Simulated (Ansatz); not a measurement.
## Nb2COS MXene monolayer in a perpendicular field

Wanted: the out-of-plane response of the Nb2COS MXene monolayer. A positive field points along +c.

Method: plane-wave DFT, PBE-D3(BJ), Ansatz PAW, in Ansatz 0.2.0.

## (1) Starting point

The cell holds 5 atoms: 1 S, 2 Nb, 1 C and 1 O. Its edges and angles: a = 3.151 Å, b = 3.151 Å, c = 41.759 Å, α = 90.0°, β = 90.0°, γ = 120.0°. Vacuum lies along c.

## (2) Relaxing the slab

The starting cell is a guess, so the in-plane lattice and the atoms are relaxed first, with the slab cut off from its images along the normal.

input.yaml reads:

```yaml
crystal:
  lattice:
    - [3.150576, 0.0, 0.0]
    - [-1.575288, 2.7284788526, 0.0]
    - [0.0, 0.0, 41.758695257]
  atoms:
    - { symbol: S, position: [0.3333333333, 0.6666666667, 0.435837372] }
    - { symbol: Nb, position: [0.6666666667, 0.3333333333, 0.4778095303] }
    - { symbol: C, position: [0.0, 0.0, 0.5075789793] }
    - { symbol: Nb, position: [0.3333333333, 0.6666666667, 0.5373484284] }
    - { symbol: O, position: [0.6666666667, 0.3333333333, 0.564162628] }
  periodic: [true, true, false]
kpoints:
  mp_grid: { grid: [12, 12, 1] }
hamiltonian:
  xc: pbe
  dispersion: d3bj
scf:
  occupations: { method: fermi_dirac, width: 0.05 }
  convergence: { dr2_threshold: 1.0e-09 }
relax:
  f_tol: 0.004
  max_steps: 90
  cell: {}
output:
  write_potential: true
  write_density: true
  volumetric_format: npy
```

Run with:

```sh
ansatz run input.yaml --threads 2 --pin off --max-ram 3072MiB --backend cpu --events-out ev --progress --plain --runs-dir out
```

Numbers of over 12 decimals in the logs are rounded to 6 here.

The log of the run:

```text
Warning: relax.cell: scf.convergence.dr2_threshold = 1e-9 eV is looser than the 2.11963634445e-10 eV advised for a relaxation that steers and ends on the stress (1e-10 eV for each atom of the cell: 5, times the square of relax.cell.stress_2d_tol = 0.05 N/m over 15.4 Å (the atoms' height at the walk's start and 5 Å past either face), 3.255e-2 GPa, over a crystal's default 0.05). What an SCF threshold leaves in a stress goes as its square root, and in the free energy as the threshold itself, and one threshold admits the most on a small cell: [figures from the program's tests cut] Set scf.convergence.dr2_threshold to 2.11963634445e-10 eV or tighter. [rest of the remark cut]
Engine: ansatz 0.2.0, x86_64-unknown-linux-gnu
Pseudopotentials: kind: paw
Pseudopotential: S, paw, valence charge 6, recommended cutoff 420 eV (normal), S.paw.azcp
Pseudopotential: Nb, paw, valence charge 13, recommended cutoff 420 eV (normal), Nb.paw.azcp
Pseudopotential: C, paw, valence charge 4, recommended cutoff 420 eV (normal), C.paw.azcp
Pseudopotential: O, paw, valence charge 6, recommended cutoff 420 eV (normal), O.paw.azcp
Functional definition: PBE
  parameter kappa = 0.804
  parameter beta = 0.066725
  exchange = pbe_x(kappa = kappa, mu = beta*pi^2/3)
  correlation = pbe_c(beta = beta)
Crystal: 5 atoms, lattice volume = 358.969 Å³
Basis set: ecut = 420 eV, 6931 PW (Γ), exchange–correlation on 48×48×576 points (8 copies of the dense FFT grid, shifted against one another)
Bands: 26, of which v1, the nominal top of the filled ones, is band 21 counted from 1 (20 counted from 0)
Symmetry: 6 space group operations
Space group: P3m1 (ITA 156), of the structure as read, at distance tolerance 7.1e-5 Å
k-points: 19 of 144 (time reversal used)
Non-local potential: S, projectors of the file, l = 0: 2, l = 1: 2, l = 2: 2
Non-local potential: Nb, projectors of the file, l = 0: 3, l = 1: 2, l = 2: 2, l = 3: 1
Non-local potential: C, projectors of the file, l = 0: 2, l = 1: 2, l = 2: 1
Non-local potential: O, projectors of the file, l = 0: 2, l = 1: 2, l = 2: 1
PAW form: soft (Blöchl's): semilocal exchange-correlation on the pseudo side does not see the compensation charge
PAW one-centre angular grid: S, 110 points (default); XC on 64 Gauss nodes
PAW one-centre angular grid: Nb, 590 points (default); XC on 64 Gauss nodes
PAW one-centre angular grid: C, 110 points (default); XC on 64 Gauss nodes
PAW one-centre angular grid: O, 110 points (default); XC on 64 Gauss nodes
Initial density: superposition of atomic densities (neutral atoms: chi_scale 0, normalization atom), corrected by the library's trained network
Initial wavefunctions: pseudopotential atomic-orbital guess
Functional: x = pbe(κ = 0.804, μ = 0.219515), c = pbe(β = 0.066725)
SCF iter   1: F=—  HF=-10830.323504 eV  |F-HF|=—  |Δ(HF+E_count)|=         —  Δρ=2.89e-3  dr2=1.19e-1  ethr=1.77e-3  ⟨swp⟩=13.3  Hψ=3904  notcnv=0
preconditioner: auto → LDOS  [metal: Δε(μ)=0.053 eV  Ē_g=8.167 eV  σ=0.050 eV  W_gap=0.25  n_scr=24 (ndim 8)  ℏωp=10.0 eV  f_vac=0.790  D(μ)=2.01/eV (n_scr^D=12)  β→1.0]
SCF iter   2: F=—  HF=-10830.321525 eV  |F-HF|=—  |Δ(HF+E_count)|=   1.98e-3  Δρ=1.35e-3  dr2=6.52e-3  ethr=2.84e-4  ⟨swp⟩=3.6  Hψ=1106  notcnv=0  defer=1
SCF iter   3: F=—  HF=-10830.320590 eV  |F-HF|=—  |Δ(HF+E_count)|=   9.35e-4  Δρ=5.63e-4  dr2=1.32e-3  ethr=1.55e-5  ⟨swp⟩=4.1  Hψ=1380  notcnv=0  defer=1
SCF iter   4: F=—  HF=-10830.320408 eV  |F-HF|=—  |Δ(HF+E_count)|=   1.81e-4  Δρ=1.18e-4  dr2=1.25e-4  ethr=3.14e-6  ⟨swp⟩=2.7  Hψ=915  notcnv=0  defer=1
SCF iter   5: F=—  HF=-10830.320407 eV  |F-HF|=—  |Δ(HF+E_count)|=   1.55e-6  Δρ=2.28e-5  dr2=2.92e-6  ethr=2.99e-7  ⟨swp⟩=2.9  Hψ=954  notcnv=0  defer=1
SCF iter   6: F=—  HF=-10830.320392 eV  |F-HF|=—  |Δ(HF+E_count)|=   1.53e-5  Δρ=4.73e-6  dr2=2.09e-7  ethr=6.96e-9  ⟨swp⟩=3.6  Hψ=1195  notcnv=0  defer=1
SCF iter   7: F=—  HF=-10830.320392 eV  |F-HF|=—  |Δ(HF+E_count)|=   1.43e-7  Δρ=1.26e-6  dr2=5.70e-9  ethr=4.99e-10  ⟨swp⟩=3.8  Hψ=1145  notcnv=0  defer=1
SCF iter   8: F=-10830.320392 eV  HF=-10830.320392 eV  |F-HF|=1.25e-8  |Δ(HF+E_count)|=   3.15e-8  Δρ=3.59e-7  dr2=9.18e-10  ethr=2.38e-12  ⟨swp⟩=14.6  Hψ=4938  notcnv=0
SCF 1 converged in 8 iterations: F = -10830.320392 eV  dr2 = 9.18e-10
  greatest PAW one-centre occupation: 0.998 electrons in one spin orbital (limit 2), on the Nb atom at site 3 (counted from 0), in its partial waves of l = 0
relax step   1: F+E_penalty+E_count = -10830.32039181 eV  Δ(F+E_penalty+E_count) = +0.000e0 eV  max|allowed force component| = 9.302e-1 eV/Å  Δτ_max = 0.0000 Å  P = -0.523 N/m  Ω = 358.969 Å³  fix = [c, alpha, beta]  reactions: c -0.000 N/m  (8 SCF iters, accepted)
Crystal: 5 atoms, lattice volume = 372.195 Å³
Basis set: ecut = 420 eV, 7399 PW (Γ), exchange–correlation on 48×48×576 points (8 copies of the dense FFT grid, shifted against one another)
Initial density: handed on by an earlier stage of this run
Initial wavefunctions: those handed on with the density
iter 1 solved again at ethr=4.64e-4 eV; its pass at ethr=3.10e-3 eV (dr2=1.95e-1 eV) is discarded
SCF iter   1: F=—  HF=-10830.359010 eV  |F-HF|=—  |Δ(HF+E_count)|=         —  Δρ=6.85e-3  dr2=1.98e-1  ethr=4.64e-4  ⟨swp⟩=2.3  Hψ=4908  notcnv=0
preconditioner: auto → LDOS  [metal: Δε(μ)=0.035 eV  Ē_g=8.236 eV  σ=0.050 eV  W_gap=0.17  n_scr=24 (ndim 8)  ℏωp=9.8 eV  f_vac=0.801  D(μ)=2.34/eV (n_scr^D=14)  β→1.0]
SCF iter   2: F=—  HF=-10830.324548 eV  |F-HF|=—  |Δ(HF+E_count)|=   3.45e-2  Δρ=3.35e-3  dr2=6.09e-2  ethr=4.64e-4  ⟨swp⟩=4.1  Hψ=1290  notcnv=0
SCF iter   3: F=—  HF=-10830.310595 eV  |F-HF|=—  |Δ(HF+E_count)|=   1.40e-2  Δρ=5.97e-4  dr2=3.13e-3  ethr=1.45e-4  ⟨swp⟩=3.1  Hψ=1116  notcnv=0
SCF iter   4: F=—  HF=-10830.310394 eV  |F-HF|=—  |Δ(HF+E_count)|=   2.01e-4  Δρ=2.00e-4  dr2=1.45e-4  ethr=7.45e-6  ⟨swp⟩=3.3  Hψ=1113  notcnv=0
SCF iter   5: F=—  HF=-10830.310379 eV  |F-HF|=—  |Δ(HF+E_count)|=   1.51e-5  Δρ=4.83e-5  dr2=1.99e-5  ethr=3.44e-7  ⟨swp⟩=3.2  Hψ=1120  notcnv=0
SCF iter   6: F=—  HF=-10830.310411 eV  |F-HF|=—  |Δ(HF+E_count)|=   3.20e-5  Δρ=1.88e-5  dr2=3.28e-6  ethr=4.75e-8  ⟨swp⟩=3.7  Hψ=1036  notcnv=0
SCF iter   7: F=—  HF=-10830.310413 eV  |F-HF|=—  |Δ(HF+E_count)|=   2.15e-6  Δρ=5.77e-6  dr2=4.97e-7  ethr=7.80e-9  ⟨swp⟩=3.6  Hψ=1061  notcnv=0
SCF iter   8: F=—  HF=-10830.310413 eV  |F-HF|=—  |Δ(HF+E_count)|=   1.47e-7  Δρ=1.65e-6  dr2=2.92e-8  ethr=1.18e-9  ⟨swp⟩=3.8  Hψ=1086  notcnv=0
SCF iter   9: F=—  HF=-10830.310413 eV  |F-HF|=—  |Δ(HF+E_count)|=   7.85e-9  Δρ=5.64e-7  dr2=2.16e-9  ethr=6.94e-11  ⟨swp⟩=3.8  Hψ=1220  notcnv=0
[...]
SCF iter   2: F=—  HF=-10830.345894 eV  |F-HF|=—  |Δ(HF+E_count)|=   1.17e-2  Δρ=2.17e-3  dr2=2.80e-2  ethr=3.51e-4  ⟨swp⟩=3.7  Hψ=1123  notcnv=0  defer=1
SCF iter   3: F=—  HF=-10830.341447 eV  |F-HF|=—  |Δ(HF+E_count)|=   4.45e-3  Δρ=1.00e-3  dr2=6.01e-3  ethr=6.66e-5  ⟨swp⟩=2.8  Hψ=1130  notcnv=0
SCF iter   4: F=—  HF=-10830.340199 eV  |F-HF|=—  |Δ(HF+E_count)|=   1.25e-3  Δρ=2.96e-4  dr2=6.04e-4  ethr=1.43e-5  ⟨swp⟩=3.9  Hψ=1215  notcnv=0
SCF iter   5: F=—  HF=-10830.340115 eV  |F-HF|=—  |Δ(HF+E_count)|=   8.37e-5  Δρ=9.03e-5  dr2=1.09e-4  ethr=1.44e-6  ⟨swp⟩=3.3  Hψ=1107  notcnv=0
SCF iter   6: F=—  HF=-10830.340106 eV  |F-HF|=—  |Δ(HF+E_count)|=   8.85e-6  Δρ=2.39e-5  dr2=4.68e-6  ethr=2.59e-7  ⟨swp⟩=3.3  Hψ=908  notcnv=0
SCF iter   7: F=—  HF=-10830.340111 eV  |F-HF|=—  |Δ(HF+E_count)|=   4.40e-6  Δρ=4.78e-6  dr2=9.26e-8  ethr=1.11e-8  ⟨swp⟩=3.4  Hψ=1177  notcnv=0
SCF iter   8: F=—  HF=-10830.340114 eV  |F-HF|=—  |Δ(HF+E_count)|=   3.49e-6  Δρ=1.15e-6  dr2=6.67e-9  ethr=2.20e-10  ⟨swp⟩=4.2  Hψ=1307  notcnv=0
SCF iter   9: F=-10830.340114 eV  HF=-10830.340114 eV  |F-HF|=1.15e-8  |Δ(HF+E_count)|=   5.15e-8  Δρ=2.93e-7  dr2=2.46e-10  ethr=2.38e-12  ⟨swp⟩=13.6  Hψ=4736  notcnv=0
SCF 3 converged in 9 iterations: F = -10830.340114 eV  dr2 = 2.46e-10
relax step   3: F+E_penalty+E_count = -10830.34011427 eV  Δ(F+E_penalty+E_count) = -1.972e-2 eV  max|allowed force component| = 1.355e0 eV/Å  Δτ_max = 0.0964 Å  P = +2.510 N/m  Ω = 360.664 Å³  energy of the carried Pulay correction = -5.257e-4 eV  fix = [c, alpha, beta]  reactions: c +0.000 N/m  (9 SCF iters, accepted)
[...]
relax step   4: F+E_penalty+E_count = -10830.39332994 eV  Δ(F+E_penalty+E_count) = -5.322e-2 eV  max|allowed force component| = 8.003e-2 eV/Å  Δτ_max = 0.0371 Å  P = -0.271 N/m  Ω = 364.498 Å³  energy of the carried Pulay correction = -1.706e-3 eV  fix = [c, alpha, beta]  reactions: c -0.000 N/m  (9 SCF iters, accepted)
[...]
relax step   5: F+E_penalty+E_count = -10830.39374057 eV  Δ(F+E_penalty+E_count) = -4.106e-4 eV  max|allowed force component| = 2.489e-2 eV/Å  Δτ_max = 0.0046 Å  P = +0.118 N/m  Ω = 363.960 Å³  energy of the carried Pulay correction = -1.541e-3 eV  fix = [c, alpha, beta]  reactions: c +0.000 N/m  (8 SCF iters, accepted)
[...]
relax step   6: F+E_penalty+E_count = -10830.39372711 eV  Δ(F+E_penalty+E_count) = +1.346e-5 eV  max|allowed force component| = 1.063e-3 eV/Å  Δτ_max = 0.0016 Å  P = +0.004 N/m  Ω = 364.202 Å³  energy of the carried Pulay correction = -1.615e-3 eV  fix = [c, alpha, beta]  reactions: c +0.000 N/m  (7 SCF iters, accepted)
Initial wavefunctions: pseudopotential atomic-orbital guess (no wavefunctions were taken with the density)
iter 1 solved again at ethr=2.31e-7 eV; its pass at ethr=3.10e-3 eV (dr2=9.69e-5 eV) is discarded
SCF iter   1: F=—  HF=-10830.395093 eV  |F-HF|=—  |Δ(HF+E_count)|=         —  Δρ=4.61e-5  dr2=8.66e-7  ethr=2.31e-7  ⟨swp⟩=6.7  Hψ=6513  notcnv=0
preconditioner: auto → LDOS  [metal: Δε(μ)=0.051 eV  Ē_g=8.243 eV  σ=0.050 eV  W_gap=0.25  n_scr=24 (ndim 8)  ℏωp=9.9 eV  f_vac=0.795  D(μ)=2.27/eV (n_scr^D=14)  β→1.0]
SCF iter   2: F=—  HF=-10830.395520 eV  |F-HF|=—  |Δ(HF+E_count)|=   4.27e-4  Δρ=1.41e-5  dr2=5.06e-7  ethr=2.06e-9  ⟨swp⟩=4.3  Hψ=1445  notcnv=0
SCF iter   3: F=—  HF=-10830.395517 eV  |F-HF|=—  |Δ(HF+E_count)|=   3.47e-6  Δρ=2.09e-6  dr2=2.53e-8  ethr=1.20e-9  ⟨swp⟩=2.9  Hψ=860  notcnv=0
SCF iter   4: F=—  HF=-10830.395520 eV  |F-HF|=—  |Δ(HF+E_count)|=   3.29e-6  Δρ=6.20e-7  dr2=1.50e-9  ethr=6.02e-11  ⟨swp⟩=3.6  Hψ=1138  notcnv=0
SCF iter   5: F=-10830.395520 eV  HF=-10830.395520 eV  |F-HF|=3.21e-8  |Δ(HF+E_count)|=   1.31e-7  Δρ=1.47e-7  dr2=2.12e-10  ethr=2.38e-12  ⟨swp⟩=17.1  Hψ=4978  notcnv=0
SCF 7 converged in 5 iterations: F = -10830.395520 eV  dr2 = 2.12e-10
relax step   7: F+E_penalty+E_count = -10830.39552001 eV  Δ(F+E_penalty+E_count) = -1.793e-3 eV  max|allowed force component| = 9.545e-4 eV/Å  Δτ_max = 0.0000 Å  P = +0.040 N/m  Ω = 364.202 Å³  fix = [c, alpha, beta]  reactions: c +0.000 N/m  stress off target by 3.96e-2 N/m on what of the cell is left free  SCF on the basis re-selected at this cell (its energy is not comparable with the rows above)  (5 SCF iters)
basis re-selected at this cell: Δ(F+E_penalty+E_count) = -1.793e-3 eV, ΔP = +0.036 N/m vs the last step (what re-selecting the basis moved, of the pressure what is left beyond the Pulay correction that the steps carried, after the strain that the cell walked since its last selection, with what the two solves' SCF thresholds leave and, on support functions, any second-order correction that the steps lacked; it is no m [...]
WARN: The output density's exchange-correlation potential varies sharply where the density is thin. Do not read a vacuum level from v_tot or v_xc, or from such a field of the output density. On a cell that repeats whose density bears no net charge and no dipole along the vacuum's axis use v_es (v_loc + v_h of the components); under efield.dipole_correction with no amplitude use v_es + v_field, which holds any externa [...]
SCF converged after 5 iterations
Free energy (F): -10830.395520 eV
Harris-Foulkes:  -10830.395520 eV  (|F-HF|=3.21e-8)
Internal energy: -10830.378304 eV  (E = F + TS)
E sigma→0 (E₀):  -10830.386912 eV
Entropy (-TS):   -0.017216 eV (-3.443 meV/atom)
Fermi energy:    -5.538693 eV
--- Per-component energies (eV) ---
  E_band       = -1004.571863
  E_kinetic    = 1161.646645
  E_local      = -155954.302431  (includes V_loc(G=0)·N_el)
  E_nonlocal   = 337.464551
  E_hartree    = 77189.994935
  E_xc         = -572.489385
  E_vxc        = -670.309750  (∫ρ·V_xc dr)
  E_paw        = -7001.883086  (= ΣΔE_a)
  E_vpaw       = -259.063497  (= ΣTr[D̂ρ^β])
  E_aug_tail   = 0.002449  (compensation charges beyond the density's cutoff)
  E_ewald      = 74010.778962
  E_disp       = -1.590945  (pairwise vdW)
  E_smearing   = -0.017216  (= −TS)
  E_closure    = 0.000000  (closes the sum)
  Σ components = -10830.395520   (vs F -10830.395520, Δ=0.00e0)
--- Forces (eV/Å), atoms counted from 1 ---
  atom   1  S      0.00000000     0.00000000    -0.00063440
  atom   2  Nb    -0.00000000     0.00000000    -0.00036899
  atom   3  C      0.00000000    -0.00000000     0.00095409
  atom   4  Nb     0.00000000     0.00000000    -0.00054128
  atom   5  O      0.00000000     0.00000000     0.00058838
  max |Σ_I F_I| component: 2.20e-6 eV/Å
--- 2D stress c σ (N/m, compression-positive) ---
        0.039618      -0.000000      -0.000000
       -0.000000       0.039618      -0.000000
       -0.000000      -0.000000       0.000000
  P = ½ c Tr σ = 0.0396 N/m
--- Band table (eV; the first three rows and the last of 19) ---
  k-point 0: bands = [... 17 lower, -7.8453, -6.3035, -6.3035, -5.9584, -5.9584, -5.7125, -4.2584, -4.2584, ... 1 higher]
  k-point 1: bands = [... 17 lower, -7.7676, -6.9979, -6.7438, -6.0968, -5.5088, -5.2298, -4.2349, -4.1382, ... 1 higher]
  k-point 2: bands = [... 17 lower, -8.4981, -7.3973, -7.0874, -6.5379, -5.1561, -4.7201, -4.1883, -3.6713, ... 1 higher]
  k-point 18: bands = [... 17 lower, -9.5494, -9.1009, -8.8811, -5.0246, -4.8024, -4.1294, -3.4691, -3.0223, ... 1 higher]
  the weakly bound empty levels are not read free of the cell's end (no_gap_told)
--- Relaxed structure (6 steps of the walk, 5 accepted, 1 SCFs on fresh bases) ---
  F+E_penalty+E_count = -10830.39552001 eV   max|allowed force component| = 9.545e-4 eV/Å   (the final SCF, on the basis selected at the relaxed cell)
  cell:  # Å, volume = 364.2016 Å³
    - [3.173454, 0, 0]
    - [-1.586727, 2.748292, 0]
    - [0, 0, 41.758695257]
  atoms:
    - { symbol: S, position: [0.333333, 0.666667, 0.438107] }
    - { symbol: Nb, position: [0.666667, 0.333333, 0.478031] }
    - { symbol: C, position: [-1.8765366509347534e-19, 0, 0.507502] }
    - { symbol: Nb, position: [0.333333, 0.666667, 0.536990] }
    - { symbol: O, position: [0.666667, 0.333333, 0.562107] }
```

The job ended after 49 s (2 threads of Intel Xeon Platinum 8375C at 2.90GHz (Ice Lake), shared host; peak memory 0.69 GiB; 96 s of CPU time).

Relaxation path:

```tsv
step	energy less that of the first step (eV)	largest force component (eV/Å)	volume (Å³)
1	0.0000	0.9302	358.97
2	0.0100	0.6459	372.20
3	-0.0197	1.3551	360.66
4	-0.0729	0.0800	364.50
5	-0.0733	0.0249	363.96
6	-0.0733	0.0011	364.20
7*	-0.0751	0.0010	364.20
```

Relaxation steps marked * repeat the geometry before them on a plane-wave basis chosen anew for their cell, so energy and pressure can jump there. Relaxation step 2 was tried and not accepted.

Forces are held to the 6 operations that the run works with; a distortion that breaks them can't arise in this run.

```tsv
cell as run	before	after	change
a (Å)	3.151	3.173	+0.7 %
b (Å)	3.151	3.173	+0.7 %
```

The atoms that moved most (Å, along periodic axes as changes of fractional coordinates times the final cell, across vacuum about the mean position):

```tsv
atom	dx	dy	dz	length
S1	0.000	0.000	0.095	0.095
O5	0.000	0.000	-0.086	0.086
Nb4	0.000	0.000	-0.015	0.015
Nb2	0.000	0.000	0.009	0.009
```

Final coordinates:

```xyz
5
Lattice="3.1735 0.0000 0.0000 -1.5867 2.7483 0.0000 0.0000 0.0000 41.7587" Properties=species:S:1:pos:R:3
S     0.0000    1.8322   18.2948
Nb    1.5867    0.9161   19.9620
C     0.0000    0.0000   21.1926
Nb    0.0000    1.8322   22.4240
O     1.5867    0.9161   23.4728
```

This step gave:

* energy at zero smearing: -10830.3869 eV

The lattice constant a goes from 3.151 to 3.173 Å.

[end of part 1 of 2]

[Logs are printed without paths, hosts, clocks, repeated set-up lines and the standing remarks that a program may print on its own settings, such as how far it seeks lower states.]

[Hosts, paths, dates, database ids (printed as entryN), source tags and the programs' standing remarks are cut or masked in the printed files.]

[Maps of the electrostatic potential energy from Ansatz leave out the sawtooth potential of an applied field or a dipole correction, so their vacuum need not be flat; planar profiles and work functions include it.]
